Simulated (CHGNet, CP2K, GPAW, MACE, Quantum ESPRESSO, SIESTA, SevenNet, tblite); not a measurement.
## W(110)/C(100) interface (96 atoms) in GPAW

Wanted: GPAW inputs and outputs for W(110)/C(100) interface (96 atoms), checked against a plane-wave reference.

Calculated with GPAW 26.7.0; the method is named at each step.

### Step 1. The starting structure

The cell holds 96 atoms: 24 W and 72 C. Cell: a = 7.976 Å, b = 7.567 Å, c = 24.830 Å, α = 90.0°, β = 90.0°, γ = 108.4°. Bcc W(110), 3 repeat layers, 8 surface cells, strained +2.88 and -2.40 %; diamond-structure C(100), 4 layers, 9 cells, +0.00 and -0.00 %; outer planes 2.12 Å apart, 12 Å of vacuum above; not relaxed, displaced by a Gaussian of 0.02 Å. Then every atom was moved at random, 0.05 Å r.m.s. a Cartesian component. Regions: W, 24 atoms (24 W); C, 72 atoms (72 C). Vacuum lies along c.

The yardstick, on the same geometry:

- method: Kohn-Sham DFT, PBE, SSSP efficiency 1.3.0 pseudopotentials, plane waves (Quantum ESPRESSO 7.5); sssp-pbe-1.3.0-efficiency, cutoffs 45/360 Ry, Γ point
- r.m.s. force component: 2.367 eV/Å
- longest force: 9.886 eV/Å
- time: 9.1 min on 4 MPI ranks of Arm Neoverse V1, shared host
- CPU time: 37 min

### Step 2. PBE, LCAO dzp, h 0.2 Å

Method: Kohn-Sham DFT, PBE, PAW, atomic orbitals (dzp).

The input, run.py:

```python
import numpy as np
from ase.io import read
from gpaw import GPAW, FermiDirac

atoms = read("structure.xyz")
atoms.calc = GPAW(
    mode="lcao",
    basis="dzp",
    h=0.2,
    xc="PBE",
    kpts={"size": (1, 1, 1), "gamma": True},
    occupations=FermiDirac(0.05),
    maxiter=200,
    symmetry={"point_group": False},
    txt="gpaw.txt",
)
energy = atoms.get_potential_energy(force_consistent=True)
forces = atoms.get_forces()
print(f"energy {energy:.6f} eV")
print("forces (eV/A)")
for i, (a, f) in enumerate(zip(atoms, forces)):
    print(f"{i:4d} {a.symbol:2s} {f[0]:10.5f} {f[1]:10.5f} {f[2]:10.5f}")
print(f"Fermi level {atoms.calc.get_fermi_level():.4f} eV")
for k in range(len(atoms.calc.get_ibz_k_points())):
    for s in range(atoms.calc.get_number_of_spins()):
        e = atoms.calc.get_eigenvalues(kpt=k, spin=s)
        n = np.searchsorted(e, atoms.calc.get_fermi_level())
        print(f"k {k} spin {s} levels about the Fermi level:", np.round(e[max(n - 6, 0):n], 4).tolist(), "|", np.round(e[n:n + 6], 4).tolist())
```

The input, structure.xyz:

```xyz
96
Lattice="7.97610 0.00000 0.00000 -2.39279 7.17840 0.00000 0.00000 0.00000 24.82973" Properties=species:S:1:pos:R:3 pbc="T T T"
W 0.14877 5.41424 5.99588
W 1.50225 4.46159 8.18115
W 0.18949 5.35523 10.47442
W 2.86806 6.18735 5.96584
W 4.11520 5.33743 8.21665
W 2.95698 6.36925 10.41483
W 0.07289 2.63024 5.99290
W 1.39284 1.82819 8.28792
W 0.14786 2.71975 10.54668
W 2.80982 3.64167 5.92710
W 4.00863 2.62902 8.11485
W 2.65542 3.66027 10.48187
W 5.51772 4.53919 6.05051
W -1.21559 3.69824 8.23031
W 5.53384 4.53101 10.46499
W 0.03220 0.08119 6.04927
W -1.18196 6.15002 8.26880
W 5.58204 7.09391 10.54320
W 2.65911 0.91252 5.99886
W 4.04378 0.08406 8.17519
W 2.68825 0.95717 10.40937
W 5.31476 1.78706 5.97676
W 6.65502 0.94159 8.23677
W 5.42364 1.92058 10.49230
C 0.48485 3.94274 12.57030
C 0.05420 1.06348 13.46218
C -0.41529 2.32315 14.35953
C 0.73586 2.73124 15.25762
C 1.20108 1.54996 16.23293
C -0.79134 3.63722 17.04387
C -0.40103 2.27318 18.00975
C 0.85988 2.68580 18.79412
C 1.33488 1.49863 12.49531
C -1.64238 5.86683 13.54189
C 0.38608 0.01113 14.34140
C 1.56833 0.40156 15.26259
C -0.31841 6.34535 16.21630
C 0.03556 1.24409 17.15436
C -1.91121 7.16289 17.92235
C 1.68669 0.27881 18.84055
C -0.34961 6.25878 12.69966
C -0.72066 3.58453 13.43065
C -1.11104 4.69130 14.37492
C 0.06610 5.25401 15.15756
C 0.36210 3.90182 16.12219
C -1.51638 6.04349 17.02277
C -1.21664 4.62310 17.94941
C 0.14943 5.13349 18.79958
C 6.09720 3.12928 12.58048
C 5.60174 0.41025 13.53344
C 5.22735 1.55951 14.37914
C 6.40995 1.95389 15.20002
C 6.93742 0.75359 16.19296
C 4.81736 2.69807 17.06746
C 5.24003 1.61406 17.91291
C 6.43738 1.85533 18.78369
[... 36 atom lines left out ...]
C 3.52935 2.29974 16.12666
C 1.58969 4.38593 17.05058
C 2.02154 3.10473 17.88039
C 3.18350 3.52991 18.83683
```

Started as:

```bash
OMP_NUM_THREADS=1 python run.py > output.txt
```

The log of the run:

```text
energy -836.878817 eV
forces (eV/A)
   0 W     0.49115   -0.65179    0.98668
   1 W    -0.44057    1.46713   -0.90222
   2 W    -0.48989    1.38596    2.32176
   3 W     0.39300    2.47656    0.75655
   4 W     0.65835    0.67308   -1.14596
   5 W    -2.97652   -1.44777    3.06757
   6 W     0.27631    1.81690    0.81122
   7 W    -1.12015   -1.56787   -1.41904
   8 W     0.50027    0.53757    3.01389
   9 W    -0.84048   -1.58602    1.00760
  10 W     1.47034    2.58887    1.25611
  11 W     4.14726    0.22853    2.30934
  12 W    -0.91491   -0.56543   -0.33703
  13 W     0.03173   -4.38423   -1.28810
  14 W    -1.24500   -1.04154    2.89451
  15 W    -0.98644   -1.53379    0.32450
  16 W     2.03978    4.57523   -1.33121
  17 W    -1.14482    1.80265    2.94242
  18 W     0.12882   -0.01711    0.27125
  19 W    -1.81823   -2.83514    0.05943
  20 W     0.03592   -0.80113    3.68742
  21 W     0.94178   -0.03127    0.30369
  22 W     0.73438   -0.04728   -0.13572
  23 W     0.27240   -0.87125    2.52484
[...]
88 C    -1.53787   -0.56939    0.92563
  89 C     1.76453    4.93058   -4.02421
  90 C     1.15188   -0.46166   -3.50457
  91 C     1.17410   -5.78454   -2.58250
  92 C     7.28558    3.61918   -2.80757
  93 C    -0.05481   -2.95657   -0.65468
  94 C    -0.21215    2.64341    3.26434
  95 C     0.50075    0.55065   -1.74183
Fermi level 5.0714 eV
k 0 spin 0 levels about the Fermi level: [4.2805, 4.337, 4.5693, 4.6407, 4.9567, 5.042] | [5.1432, 5.1666, 5.1787, 5.2666, 5.3688, 5.5756]
```

gpaw.txt:

```text
Input parameters:
  mode=LCAO(),
  basis={'default': 'dzp'},
  h=0.2,
  kpts=MonkhorstPack(size=(1, 1, 1), gamma=True),
  maxiter=200,
  occupations=Occupations(name='fermi-dirac', width=0.05, fixmagmom=False),
  symmetry=Symmetry(point_group=False),
  xc=XC(name='PBE')
Unit cell  # Å
| periodic |         x |        y |         z |   lengths |     angles |
|----------|-----------|----------|-----------|-----------|------------|
|      yes |  7.976100 | 0.000000 |  0.000000 |  7.976100 |  90.000000 |
|      yes | -2.392790 | 7.178400 |  0.000000 |  7.566695 |  90.000000 |
|      yes |  0.000000 | 0.000000 | 24.829730 | 24.829730 | 108.434877 |
Number of symmetries: 1
Symmetry operations  # r_c * U_cc + t_c -> r_c
|   | kind |            matrix            |
|---|------|------------------------------|
| 0 |  E   |  1, 0, 0,  0, 1, 0,  0, 0, 1 |
BZ-sampling:
  Number of BZ points: 1
  Number of IBZ points: 1
  Monkhorst-Pack size: [1, 1, 1]
  Monkhorst-Pack shift: [0, 0, 0]
[... lines left out ...]
  Fermi-Dirac:
[... lines left out ...]
  name: PBE with 2 nearest neighbor stencil
interpolation: tri-quintic # 5. degree polynomial
Initialization done in: 16.075 s
convergence criteria:
- Maximum [total energy] change in last 3 cyles: 0.0005 eV / valence electron
- Maximum integral of absolute [dens]ity change: 0.0001 electrons / valence electron
- Maximum integral of absolute [eigenst]ate change: 4e-08 eV^2 / valence electron
maximum number of iterations: 200
SCF iterations
|iter     |      energy | eigst |  dens |
|---------|-------------|-------|-------|
|iter:   1|-1297.188363 |      c|       |
|iter:   2|-5473.785286 |      c| -0.52 |
|iter:   3|-1402.514715 |      c| -0.27 |
|iter:   4| -902.958293 |      c| -0.55 |
|iter:   5| -885.436750 |      c| -0.91 |
|iter:   6| -851.864278 |      c| -0.95 |
[...]
|iter:  16| -836.876538 |      c| -1.94 |
|iter:  17| -836.792997 |      c| -2.36 |
|iter:  18| -836.787953c|      c| -2.66 |
|iter:  19| -836.779898c|      c| -2.71 |
|iter:  20| -836.765520c|      c| -2.81 |
[...]
|iter:  24| -836.764272c|      c| -3.75 |
|iter:  25| -836.764658c|      c| -3.81 |
|iter:  26| -836.764448c|      c| -4.08c|
Converged in 26 steps
SCF loop duration: 758.752 s (29.183 s/step)
Energy contributions relative to reference atoms: (reference = -10604509.344036)
Energy contributions:
  Kinetic:         479.401600
  Coulomb:        -514.809195
  Zero:             14.351975
  External:          0.000000
  Xc:             -815.594461
  Entropy:          -0.228737
  Spinorbit:         0.000000
  ----------------------------
  Free energy:    -836.878817
  Extrapolated:   -836.764448
dipole moment: (-95.629488, -8.393467, -2.059007)  # |e|*Ang
Fermi level: 5.071
Eigenvalues  # (at kpt = [0.000, 0.000, 0.000])
| band index |      eig [eV] | occ [0-2] |
|------------|---------------|-----------|
|          0 |       -69.228 |     2.000 |
|        ... |               |           |
|        304 |         4.245 |     2.000 |
|        305 |         4.254 |     2.000 |
[...]
|        319 |         5.645 |     0.000 |
|        ... |               |           |
|        378 |         8.916 |     0.000 |
Gap: 0.101 eV
Transition (v -> c):
  (s=0, k=0, n=311, [0.00, 0.00, 0.00]) -> (s=0, k=0, n=312, [0.00, 0.00, 0.00])
No difference between direct/indirect transitions
Force computation time: 73.290  # s
timing:  # [seconds]
  Total:  848.153  # ━━━━━━━━━━━━━━━━━━━━━━━━━━━━━━━━━━━━━━━━━━━━━━━━━━━━━━━━
  Init:    16.075  # ━
  SCF:    758.752  # ━━━━━━━━━━━━━━━━━━━━━━━━━━━━━━━━━━━━━━━━━━━━━━━━━━
  Forces:  73.290  # ━━━━━
```

It took 14 min on 1 thread of Arm Neoverse V1, shared host; peak memory 1.5 GiB.

Banners, paths, timers and routine set-up lines are dropped from the logs unmarked, and long logs keep their key lines alone; longer cuts are marked.

Compared with the plane-wave run:

```
r.m.s. force component                  : 2.477 eV/Å
r.m.s. difference of force components   : 167.4 meV/Å
longest difference of force vectors     : 642.5 meV/Å
force difference over r.m.s. force      : 7.072 %
slope of forces against the reference's : 1.045
correlation of force components         : 0.9986
```

Length of the force difference by element (eV/Å):

```csv
element,atoms,mean,most
C,72,0.28,0.64
W,24,0.18,0.38
```

Local excerpt of 9 atoms (numbers count through the whole input) about W2, picked at random; x, y, z are measured from there.

| atom | x | y | z | distance (Å) | bonds | Fx | Fy | Fz (eV/Å) |
| --- | --- | --- | --- | --- | --- | --- | --- | --- |
| W2 | 0.00 | 0.00 | 0.00 | 0.00 | 0 | -0.44 | 1.47 | -0.90 |
| W8 | -0.11 | -2.63 | 0.11 | 2.64 | 0 | -1.12 | -1.57 | -1.42 |
| W12 | 1.15 | -0.80 | 2.30 | 2.70 | 0 | 4.15 | 0.23 | 2.31 |
| W10 | 1.31 | -0.82 | -2.25 | 2.73 | 0 | -0.84 | -1.59 | 1.01 |
| W1 | -1.35 | 0.95 | -2.19 | 2.74 | 0 | 0.49 | -0.65 | 0.99 |
| W5 | 2.61 | 0.88 | 0.04 | 2.76 | 0 | 0.66 | 0.67 | -1.15 |
| W3 | -1.31 | 0.89 | 2.29 | 2.79 | 0 | -0.49 | 1.39 | 2.32 |
| W20 | 0.15 | 2.80 | -0.01 | 2.80 | 0 | -1.82 | -2.84 | 0.06 |
| W14 | -2.72 | -0.76 | 0.05 | 2.82 | 0 | 0.03 | -4.38 | -1.29 |

Atoms are counted from 1 here, from 0 in the log.

Forces lie 7.1 % from the reference's, at 0.39 times its CPU time (on 1 against 4 cores).

### Step 3. PBE, plane waves 550 eV

Method: Kohn-Sham DFT, PBE, PAW, plane waves.

Changes to run.py since step 2:

```diff
@@ -2,3 +2,4 @@
 from ase.io import read
-from gpaw import GPAW, FermiDirac
+from gpaw import GPAW, FermiDirac, PW
+from ase.parallel import parprint as print
 
@@ -6,5 +7,3 @@
 atoms.calc = GPAW(
-    mode="lcao",
-    basis="dzp",
-    h=0.2,
+    mode=PW(550),
     xc="PBE",
@@ -14,2 +13,3 @@
     symmetry={"point_group": False},
+    nbands=368,
     txt="gpaw.txt",
```

structure.xyz is that of step 2.

The log of the run:

```text
energy -860.072745 eV
forces (eV/A)
   0 W     0.42880   -0.63156    1.15651
   1 W    -0.38839    1.37351   -0.93163
   2 W    -0.55714    1.24903    2.23175
   3 W     0.36270    2.29599    0.92548
   4 W     0.64306    0.66408   -1.18473
   5 W    -2.89244   -1.45667    2.95749
   6 W     0.27150    1.64129    0.94619
   7 W    -1.03565   -1.47858   -1.37621
   8 W     0.59332    0.64484    2.93772
   9 W    -0.78191   -1.45160    1.20629
  10 W     1.41189    2.38071    1.05229
  11 W     3.95562    0.22633    2.22968
  12 W    -0.86464   -0.53431   -0.09732
  13 W     0.00400   -4.00962   -1.30719
  14 W    -1.14021   -0.95468    2.74580
  15 W    -0.92216   -1.39218    0.48450
  16 W     1.94619    4.17835   -1.35281
  17 W    -1.18041    1.62294    2.89502
  18 W     0.14936   -0.01783    0.44205
  19 W    -1.74300   -2.59507   -0.01667
  20 W    -0.03246   -0.67441    3.53807
  21 W     0.85226   -0.01934    0.52888
  22 W     0.68268   -0.05809   -0.22456
  23 W     0.30693   -0.80404    2.45704
[...]
88 C    -1.47873   -0.55793    1.10629
  89 C     1.71709    4.56568   -3.94136
  90 C     1.10612   -0.42924   -3.40710
  91 C     1.06612   -5.53289   -2.41449
  92 C     6.84193    3.46552   -2.51316
  93 C     0.03867   -2.90876   -0.59759
  94 C    -0.16952    2.49356    3.33176
  95 C     0.51226    0.53232   -2.09429
Fermi level 5.0057 eV
k 0 spin 0 levels about the Fermi level: [4.2202, 4.2849, 4.5204, 4.5851, 4.8884, 4.9799] | [5.076, 5.1005, 5.1104, 5.1968, 5.2975, 5.5144]
```

gpaw.txt:

```text
Input parameters:
  mode=PW(ecut=550.0),
  kpts=MonkhorstPack(size=(1, 1, 1), gamma=True),
  maxiter=200,
  nbands=368,
  occupations=Occupations(name='fermi-dirac', width=0.05, fixmagmom=False),
  symmetry=Symmetry(point_group=False),
  xc=XC(name='PBE')
Diagonalizing LCAO Hamiltonian
Converting LCAO to pw mode
Unit cell  # Å
[... lines left out ...]
  Converge bands: occupied
[... lines left out ...]
  Fermi-Dirac:
[... lines left out ...]
convergence criteria:
- Maximum [total energy] change in last 3 cyles: 0.0005 eV / valence electron
[... lines left out ...]
Converged in 26 steps
[... lines left out ...]
  Free energy:    -860.072745
  Extrapolated:   -859.957062
dipole moment: (-95.274449, -8.388159, -2.312216)  # |e|*Ang
Fermi level: 5.006
Eigenvalues  # (at kpt = [0.000, 0.000, 0.000])
| band index |      eig [eV] | occ [0-2] |
|------------|---------------|-----------|
|          0 |       -69.268 |     2.000 |
|        ... |               |           |
|        304 |         4.188 |     2.000 |
|        305 |         4.195 |     2.000 |
[...]
|        319 |         5.575 |     0.000 |
|        ... |               |           |
|        367 |         8.430 |     0.000 |
Gap: 0.096 eV
Transition (v -> c):
  (s=0, k=0, n=311, [0.00, 0.00, 0.00]) -> (s=0, k=0, n=312, [0.00, 0.00, 0.00])
No difference between direct/indirect transitions
Force computation time: 14.437  # s
timing:  # [seconds]
  Total:  876.310  # ━━━━━━━━━━━━━━━━━━━━━━━━━━━━━━━━━━━━━━━━━━━━━━━━━━━━━━━━
  Init:    62.127  # ━━━━
  SCF:    799.713  # ━━━━━━━━━━━━━━━━━━━━━━━━━━━━━━━━━━━━━━━━━━━━━━━━━━━
  Forces:  14.437  # ━
```

It took 15 min on 1 thread; peak memory 1.5 GiB.

Against the reference:

- r.m.s. force component: 2.371 eV/Å
- r.m.s. difference of force components: 11.38 meV/Å
- longest difference of force vectors: 44.87 meV/Å
- force difference over r.m.s. force: 0.4808 %
- slope of forces against the reference's: 1.001
- correlation of force components: 1

Against the first run (7.1 %), the force difference from the reference is 0.48 %, at 1.0 times the CPU time.

### Step 4. revPBE, LCAO dzp, h 0.2 Å

Method: Kohn-Sham DFT, revPBE, PAW, atomic orbitals (dzp).

Changes to run.py since step 3:

```diff
@@ -2,4 +2,3 @@
 from ase.io import read
-from gpaw import GPAW, FermiDirac, PW
-from ase.parallel import parprint as print
+from gpaw import GPAW, FermiDirac
 
@@ -7,4 +6,6 @@
 atoms.calc = GPAW(
-    mode=PW(550),
-    xc="PBE",
+    mode="lcao",
+    basis="dzp",
+    h=0.2,
+    xc="revPBE",
     kpts={"size": (1, 1, 1), "gamma": True},
@@ -13,3 +14,2 @@
     symmetry={"point_group": False},
-    nbands=368,
     txt="gpaw.txt",
```

structure.xyz is that of step 3.

The log of the run:

```text
energy -799.398897 eV
forces (eV/A)
   0 W     0.49786   -0.65904    0.84045
   1 W    -0.45125    1.48730   -0.89167
   2 W    -0.47558    1.41042    2.35206
   3 W     0.40172    2.51609    0.61006
   4 W     0.66255    0.67696   -1.12449
   5 W    -2.99340   -1.45639    3.08820
   6 W     0.27761    1.85526    0.67191
   7 W    -1.13954   -1.59152   -1.41683
   8 W     0.47203    0.51436    3.03255
   9 W    -0.85201   -1.61606    0.85736
  10 W     1.48388    2.62856    1.29999
  11 W     4.19302    0.22557    2.32164
  12 W    -0.92281   -0.57083   -0.49225
  13 W     0.04051   -4.44873   -1.27272
  14 W    -1.26640   -1.06684    2.92913
  15 W    -1.00081   -1.56806    0.18706
  16 W     2.05749    4.64743   -1.32704
  17 W    -1.12736    1.83624    2.96801
  18 W     0.12630   -0.01719    0.12557
  19 W    -1.84117   -2.88131    0.08462
  20 W     0.05603   -0.82487    3.73275
  21 W     0.95833   -0.03130    0.14908
  22 W     0.74971   -0.04331   -0.11001
  23 W     0.25169   -0.89091    2.55527
[...]
88 C    -1.54645   -0.56314    0.85356
  89 C     1.77258    4.98462   -4.04603
  90 C     1.16011   -0.46369   -3.52517
  91 C     1.19819   -5.81988   -2.60027
  92 C     7.33938    3.63023   -2.83308
  93 C    -0.06635   -2.95951   -0.64357
  94 C    -0.22339    2.65708    3.27076
  95 C     0.51453    0.54082   -1.50897
Fermi level 5.1603 eV
k 0 spin 0 levels about the Fermi level: [4.3657, 4.4189, 4.6558, 4.7266, 5.0555, 5.1295] | [5.23, 5.2542, 5.2669, 5.3549, 5.4567, 5.6688]
```

gpaw.txt:

```text
Input parameters:
  mode=LCAO(),
  basis={'default': 'dzp'},
  h=0.2,
  kpts=MonkhorstPack(size=(1, 1, 1), gamma=True),
  maxiter=200,
  occupations=Occupations(name='fermi-dirac', width=0.05, fixmagmom=False),
  symmetry=Symmetry(point_group=False),
  xc=XC(name='revPBE')
Unit cell  # Å
| periodic |         x |        y |         z |   lengths |     angles |
[... lines left out ...]
  Fermi-Dirac:
[... lines left out ...]
convergence criteria:
- Maximum [total energy] change in last 3 cyles: 0.0005 eV / valence electron
[... lines left out ...]
Converged in 26 steps
[... lines left out ...]
  Free energy:    -799.398897
  Extrapolated:   -799.281860
dipole moment: (-95.686108, -8.370828, -2.080781)  # |e|*Ang
Fermi level: 5.160
Eigenvalues  # (at kpt = [0.000, 0.000, 0.000])
| band index |      eig [eV] | occ [0-2] |
|------------|---------------|-----------|
|          0 |       -69.174 |     2.000 |
|        ... |               |           |
|        304 |         4.336 |     2.000 |
|        305 |         4.347 |     2.000 |
[...]
|        319 |         5.734 |     0.000 |
|        ... |               |           |
|        378 |         9.014 |     0.000 |
Gap: 0.101 eV
Transition (v -> c):
  (s=0, k=0, n=311, [0.00, 0.00, 0.00]) -> (s=0, k=0, n=312, [0.00, 0.00, 0.00])
No difference between direct/indirect transitions
Force computation time: 73.699  # s
timing:  # [seconds]
  Total:  878.042  # ━━━━━━━━━━━━━━━━━━━━━━━━━━━━━━━━━━━━━━━━━━━━━━━━━━━━━━━━
  Init:    16.071  # ━
  SCF:    788.224  # ━━━━━━━━━━━━━━━━━━━━━━━━━━━━━━━━━━━━━━━━━━━━━━━━━━╸
  Forces:  73.699  # ━━━━╸
```

Wall time 15 min (1 thread); peak memory 1.5 GiB.

Against the reference:

| Quantity | Value |
| --- | --- |
| r.m.s. force component | 2.491 eV/Å |
| r.m.s. difference of force components | 207.7 meV/Å |
| longest difference of force vectors | 830.9 meV/Å |
| force difference over r.m.s. force | 8.772 % |
| slope of forces against the reference's | 1.05 |
| correlation of force components | 0.9976 |

Against the first run (7.1 %), the force difference from the reference is 8.8 %, at 1.0 times the CPU time; the model has changed, so this is no error of the program alone.

The forces add up to 0.62 eV/Å instead of zero, usually a sign of too coarse a grid.

### Step 5. All runs compared

Differences are against the plane-wave reference, forces as r.m.s. over components; share is that over the reference's r.m.s. force, slope the least-squares factor from reference forces to these. Total energies of different programs have different zeros and aren't compared.

```csv
run,"Δ force, r.m.s. (meV/Å)",share (%),slope,cores,CPU time,memory (GiB)
reference,-,-,-,4,37 min,4.9
"GPAW PBE, LCAO dzp, h 0.2 Å",167,7.07,1.045,1,14 min,1.5
"GPAW PBE, plane waves 550 eV",11.4,0.481,1.001,1,15 min,1.5
"GPAW revPBE, LCAO dzp, h 0.2 Å",208,8.77,1.050,1,15 min,1.5
```

CPU time is summed over cores on a shared host, where runs went side by side, so it is rough. Symmetry, cutoffs, thresholds, outputs and thread counts weren't matched or tuned between programs; memory under MPI is the largest rank's times the ranks.

Further runs of this program without a result: GPAW PBE, LCAO sz(dzp), h 0.2 Å (cut off at its time limit).

### Step 6. Summary of results

```json
{"nearest in forces": "GPAW PBE, plane waves 550 eV, 0.48 %", "its CPU time": "15 min"}
```

PBE on plane waves or a grid with other potentials, cutoffs or grids differs from the reference by 0.48 % (GPAW PBE, plane waves 550 eV) of the r.m.s. force; this holds the reference's own error, so differences of a few per cent don't tell which side is nearer the exact PBE result. The PBE run in local orbitals differs by 7.1 % (GPAW PBE, LCAO dzp, h 0.2 Å); basis, grid and potentials can all enter. Rows with another functional or a dispersion term differ by 8.8 % (GPAW revPBE, LCAO dzp, h 0.2 Å), which mixes the change of model with differences of basis and potentials. Of the electronic-structure runs that take under half the reference's CPU time, GPAW PBE, plane waves 550 eV comes nearest, at 0.48 % in 15 min against 37 min. The host structure and its lattice constant were typed by rule, without a check against the phase diagram. The electronic-structure runs sample only Γ, in a cell whose shortest periodic width is 7 Å, which is coarse for a cell with partly filled levels. Spin–orbit coupling is left out, which matters for the levels of the heavy elements.

[Also dropped from logs without a mark: logging warnings of Python, and SIESTA's first energy breakdown and zero terms.]

[Logs are printed without paths, hosts, clocks, repeated set-up lines and the standing remarks that a program may print on its own settings, such as how far it seeks lower states.]

[Hosts, paths, dates, database ids (printed as entryN), source tags and the programs' standing remarks are cut or masked in the printed files.]
